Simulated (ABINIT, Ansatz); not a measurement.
# CaGeS3 (Pm-3m): zone-centre phonons

Wanted: the vibrations of CaGeS3 (Pm-3m) at Γ, by two programs.

Main program and level: ABINIT 10.8.3; DFT PBE, scalar-relativistic, plane waves, SPMS norm-conserving pseudopotentials.

Most raw output is cut from this account.

The structure was built from a prototype and need not be the compound's stable phase.

### 1. Starting point

It takes space group Pm-3m (No. 221, cubic). Conventional cell: a = 4.777 Å, b = 4.777 Å, c = 4.777 Å, α = 90.00°, β = 90.00°, γ = 90.00°. Nearest to Ca lie 12 S at 3.38 Å. Nearest to Ge lie 6 S at 2.39 Å. S has 2 Ge at 2.39 Å and 4 Ca at 3.38 Å nearest. Farther neighbours and most contacts between anions are not listed.

### 2. Relaxing the cell and atoms

The harmonic expansion needs vanishing forces, and a free crystal bears no stress, so cell and atoms are brought to rest. Stress is more sensitive to the basis than forces are: the last 3 Ha under the cutoff are smoothed with ecutsm, and the cutoff is raised above that of the later runs.

The starting cell comes from a relaxation made beforehand in Ansatz (PBE, PseudoDojo NC).

Input file relax.abi:

```
# relaxation
ionmov 2
optcell 2
dilatmx 1.08
ntime 40
tolmxf 1.0d-05
tolvrs 1.0d-14
prtwf 0
prtden 0
chksymtnons 0

# basis, mesh and filling
ecut 49.0
ecutsm 3.0
ngkpt 6 6 6
nshiftk 1
shiftk 0.0 0.0 0.0
istwfk *1
occopt 3
tsmear 0.01
nband 30
nstep 100
diemac 1000000.0
prtebands 0
prtgsr 0
useylm 1

# cell and atoms
acell 9.027405883 9.027405883 9.027405883
rprim 
    1.0 0.0 0.0
    0.0 1.0 0.0
    0.0 0.0 1.0
ntypat 3
znucl 20 32 16
natom 5
typat 1 2 3 3 3
xred 
    0.0 0.0 0.0
    0.5 0.5 0.5
    0.5 0.5 0.0
    0.5 0.0 0.5
    0.0 0.5 0.5
pp_dirpath "./pseudo"
pseudos "Ca.psp8, Ge.psp8, S.psp8"
```

Started as:

```
$ OMP_NUM_THREADS=1 mpirun -n 4 abinit relax.abi > relax.log
```

Elapsed: 4.4 min, on 4 MPI ranks of Arm Neoverse V1, shared host; 18 min of CPU time.

Step by step:

```
step  energy less that of the first step (eV)  largest force (eV/Å)  volume (Å³)
   1                                   0.0000                0.0000       109.02
   2                                  -0.0002                0.0000       109.13
   3                                  -0.0007                0.0000       109.64
```

```
conventional cell, symmetrised  before  after  change
                         a (Å)   4.777  4.786  +0.2 %
                         b (Å)   4.777  4.786  +0.2 %
                         c (Å)   4.777  4.786  +0.2 %
              volume (Å³/atom)   21.80  21.93  +0.6 %
```

Final coordinates:

```xyz
5
Lattice="4.7862 0.0000 0.0000 0.0000 4.7862 0.0000 0.0000 0.0000 4.7862" Properties=species:S:1:pos:R:3 pbc="T T T"
Ca    0.0000    0.0000    0.0000
Ge    2.3931    2.3931    2.3931
S     2.3931    2.3931    0.0000
S     2.3931    0.0000    2.3931
S     0.0000    2.3931    2.3931
```

Read from the output:

```yaml
volume_per_atom: 21.93 Å³
pressure: 0.002329 GPa
gap_on_the_k_mesh: 0 eV
```

The volume changes by +0.6 % from the cell with which this run began.

### 3. Ground state

The response is built on these wavefunctions, so the potential is converged far more tightly than an energy would need. Occupations are smeared.

Input file gs.abi:

```
# ground state
tolvrs 1.0d-16
prtden 1
prtwf 1

# basis, mesh and filling
ecut 40.0
ngkpt 6 6 6
nshiftk 1
shiftk 0.0 0.0 0.0
istwfk *1
occopt 3
tsmear 0.01
nband 30
nstep 100
diemac 1000000.0
prtebands 0
prtgsr 0
useylm 1

# cell and atoms
acell 9.044640665 9.044640665 9.044640665
rprim 
    1.0 0.0 0.0
    0.0 1.0 0.0
    0.0 0.0 1.0
ntypat 3
znucl 20 32 16
natom 5
typat 1 2 3 3 3
xred 
    0.0 0.0 0.0
    0.5 0.5 0.5
    0.5 0.5 0.0
    0.5 0.0 0.5
    0.0 0.5 0.5
pp_dirpath "./pseudo"
pseudos "Ca.psp8, Ge.psp8, S.psp8"
```

Started as:

```
$ OMP_NUM_THREADS=1 mpirun -n 4 abinit gs.abi > gs.log
```

Elapsed: 72 s, on 4 MPI ranks.

Read from the output:

```yaml
pressure: 0.001340 GPa
```

The cell stands at 0.0013 GPa, close enough for phonons.

### 4. Linear response at Γ

At q = 0 one unit cell holds all displacements. The response is solved for single atoms along the cell's directions, and symmetry skips those that follow from others. The crystal is treated as a metal, which screens a static field, so no field response is asked.

Input file dfpt_gamma.abi:

```

# common to the responses
getwfk_filepath "gso_WFK"
kptopt 2
nqpt 1
qpt 0.0 0.0 0.0
asr 0
chneut 0

# displacements
rfphon 1
rfatpol 1 5
rfdir 1 1 1
tolvrs 1.0d-10
prtwf 0

# basis, mesh and filling
ecut 40.0
ngkpt 6 6 6
nshiftk 1
shiftk 0.0 0.0 0.0
istwfk *1
occopt 3
tsmear 0.01
nband 30
nstep 100
diemac 1000000.0
prtebands 0
prtgsr 0
useylm 1

# cell and atoms
acell 9.044640665 9.044640665 9.044640665
rprim 
    1.0 0.0 0.0
    0.0 1.0 0.0
    0.0 0.0 1.0
ntypat 3
znucl 20 32 16
natom 5
typat 1 2 3 3 3
xred 
    0.0 0.0 0.0
    0.5 0.5 0.5
    0.5 0.5 0.0
    0.5 0.0 0.5
    0.0 0.5 0.5
pp_dirpath "./pseudo"
pseudos "Ca.psp8, Ge.psp8, S.psp8"
```

Started as:

```
$ OMP_NUM_THREADS=1 mpirun -n 4 abinit dfpt_gamma.abi > dfpt_gamma.log
```

Wall time 11 min (4 MPI ranks); 43 min of CPU time.

Read from the output:

| Property | Result |
| --- | --- |
| largest acoustic frequency at the zone centre before the sum rule | -4.47 cm⁻¹ |
| highest optical zone-centre mode (no LO-TO term) | 278.2 cm⁻¹ |
| lowest optical zone-centre mode | -126.8 cm⁻¹ |

The acoustic modes at Γ come out as far as 4.5 cm⁻¹ from zero, where they should vanish, a small numerical error. The lowest optical mode is imaginary, 127i cm⁻¹, an instability at this level and on this k mesh.

### 5. Zone-centre analysis

anaddb reads the merged derivatives and imposes the acoustic sum rule.

Input file anaddb.abi:

```
ddb_filepath "gamma_DDB"
output_file "anaddb.abo"
outdata_prefix "anaddb"
asr 1
chneut 1
enunit 2
eivec 1
nph1l 1
qph1l 0.0 0.0 0.0 1.0
```

Input file mrgddb.in:

```
gamma_DDB
merged
2
dfpt_gammao_DDB
gso_DDB
```

Started as:

```
$ mrgddb < mrgddb.in > mrgddb.log
$ OMP_NUM_THREADS=1 anaddb anaddb.abi > anaddb.log
```

Run time: 0.49 s. Hardware: 1 thread.

This step gave:

| Property | Result |
| --- | --- |
| lowest optical zone-centre mode | -126.7 cm⁻¹ |

No LO-TO term; unit eigenvectors of the mass-weighted matrix, from anaddb's displacements. Modes at Γ, with each element's share of the kinetic energy (negative means imaginary):

```
mode  frequency (cm⁻¹)  symmetry  Ca %  Ge %  S %
   1            -126.7       T1u    37     9   54
   2            -126.7       T1u    37     9   54
   3            -126.7       T1u    37     9   54
   4             -92.9       T2u     0     0  100
   5             -92.9       T2u     0     0  100
   6             -92.9       T2u     0     0  100
   7             -19.8       T1u    44    48    9
   8             -19.8       T1u    44    48    9
   9             -19.8       T1u    44    48    9
  10               0.0  acoustic    19    35   46
  11               0.0  acoustic    19    35   46
  12               0.0  acoustic    19    35   46
  13             278.2       T1u     0     8   92
  14             278.2       T1u     0     8   92
  15             278.2       T1u     0     8   92
```

Displacements in mode 1 (-126.7 cm⁻¹), the largest set to 1:
```
Ca1  0.00  0.00  1.00
Ge2  0.00  0.00  0.37
S3   0.00  0.00 -0.21
S4   0.00  0.00 -0.94
S5   0.00  0.00 -0.94
```

Displacements in mode 13 (278.2 cm⁻¹), the largest set to 1:
```
Ca1  0.00  0.00  0.05
Ge2  0.00  0.00  0.21
S3   0.00  0.00 -1.00
S4   0.00  0.00  0.23
S5   0.00  0.00  0.23
```

The rule also moves an optical mode by 0.9 cm⁻¹.

### 6. Sum rules set otherwise (asr 0)

Without the rule the raw error of the acoustic modes shows.

anaddb.abi: that of step 5 with these lines changed.

```diff
@@ -3,4 +3,4 @@
 outdata_prefix "anaddb"
-asr 1
-chneut 1
+asr 0
+chneut 0
 enunit 2
```

mrgddb.in is that of step 5.

Run time: 0.49 s. Hardware: 1 thread.

Read from the output:

```yaml
lowest_optical_zone_centre_mode: -126.8 cm⁻¹
```

Zone-centre frequencies as printed; negative means imaginary. Modes:

```
mode  frequency (cm⁻¹)
   1            -126.8
   2            -126.8
   3            -126.8
   4            -92.93
   5            -92.93
   6            -92.93
   7            -20.65
   8            -20.65
   9            -20.65
  10             -4.47
  11             -4.47
  12             -4.47
  13             278.2
  14             278.2
  15             278.2
```

### 7. A second program

The same cell goes through another code, with its own cutoff. The potentials differ.

This step: DFT PBE, scalar-relativistic, plane waves, PseudoDojo norm-conserving pseudopotentials (Ansatz 0.2.0).

Input file input.yaml:

```yaml
crystal:
  lattice:
    - [4.7862177209, 0.0, 0.0]
    - [0.0, 4.7862177209, 0.0]
    - [0.0, 0.0, 4.7862177209]
  atoms:
    - { symbol: Ca, position: [0.0, 0.0, 0.0] }
    - { symbol: Ge, position: [0.5, 0.5, 0.5] }
    - { symbol: S, position: [0.5, 0.5, 0.0] }
    - { symbol: S, position: [0.5, 0.0, 0.5] }
    - { symbol: S, position: [0.0, 0.5, 0.5] }
kpoints:
  mp_grid: { grid: [6, 6, 6] }
hamiltonian:
  xc: pbe
  pseudopotentials: { kind: nc, accuracy: standard }
scf:
  occupations: { method: fermi_dirac, width: 0.27211 }
output:
  eigenvalues: true
phonons:
  method: dfpt
```

Started as:

```
$ ansatz run input.yaml --threads 4 --pin off --max-ram 8192MiB --backend cpu --events-out ev --progress --plain --runs-dir out
```

Wall time 98 s (4 threads); peak memory 2.7 GiB; 6.4 min of CPU time.

Numbers from this step:

```
sum-rule residual before enforcement             : 0.001903 eV/Å²
highest optical zone-centre mode (no LO-TO term) : 280.6 cm⁻¹
lowest optical zone-centre mode                  : -126.5 cm⁻¹
```

### 8. The two compared: ABINIT SPMS and Ansatz, PseudoDojo

Numbers from this step:

```
root-mean-square difference : 1.48 cm⁻¹
largest difference          : 2.36 cm⁻¹
```

The 12 of 12 modes that differ most. Frequencies side by side:

```
q (reciprocal lattice)  mode  ABINIT SPMS (cm⁻¹)  Ansatz, PseudoDojo (cm⁻¹)
                 0 0 0     1              -126.7                     -126.5
                 0 0 0     2              -126.7                     -126.5
                 0 0 0     3              -126.7                     -126.5
                 0 0 0     4              -92.92                     -93.49
                 0 0 0     5              -92.92                     -93.49
                 0 0 0     6              -92.92                     -93.49
                 0 0 0     7              -19.77                      -18.1
                 0 0 0     8              -19.77                      -18.1
                 0 0 0     9              -19.77                      -18.1
                 0 0 0    13               278.2                      280.6
                 0 0 0    14               278.2                      280.6
                 0 0 0    15               278.2                      280.6
```

At the zone centre the largest difference (acoustic modes at Γ apart) is 0.8 % of the highest mode.

### 9. What came out

* space group after relaxation: Pm-3m
* volume per atom: 21.9 Å³
* highest optical zone-centre mode (no LO-TO term): 278.2 cm⁻¹
* lowest optical zone-centre mode: -126.7 cm⁻¹
* imaginary optical modes at the zone centre (no q mesh in this session): yes
* largest difference from Ansatz, PseudoDojo: 2.36 cm⁻¹

What this shows: At the PBE level the optical modes of CaGeS3 (Pm-3m) at the zone centre run from 127i to 278 cm⁻¹, so the structure is a saddle point, with 9 modes beyond 10i cm⁻¹ there. ABINIT SPMS and Ansatz, PseudoDojo differ by 1.5 cm⁻¹ in the root mean square and by 2.4 cm⁻¹ at most, 0.8 % of the highest mode compared (acoustic modes at Γ left out); the two use different potentials, and the cell was not relaxed for the second set. These are harmonic frequencies: anharmonic shifts and widths and the lattice's thermal expansion are left out. The Fermi-Dirac smearing of 0.01 Ha is an electronic temperature of 3158 K, which adds a pressure of its own and can shift the volume and soft modes. In a metal the frequencies hang on the k mesh and the smearing, most of all near Kohn anomalies. The structure is a hypothetical one, built on a prototype.

[Host names and launcher messages were left out of these logs when they were recorded.]

[Logs are printed without paths, hosts, clocks, repeated set-up lines and the standing remarks that a program may print on its own settings, such as how far it seeks lower states.]

[Hosts, paths, dates, database ids (printed as entryN), source tags and the programs' standing remarks are cut or masked in the printed files.]
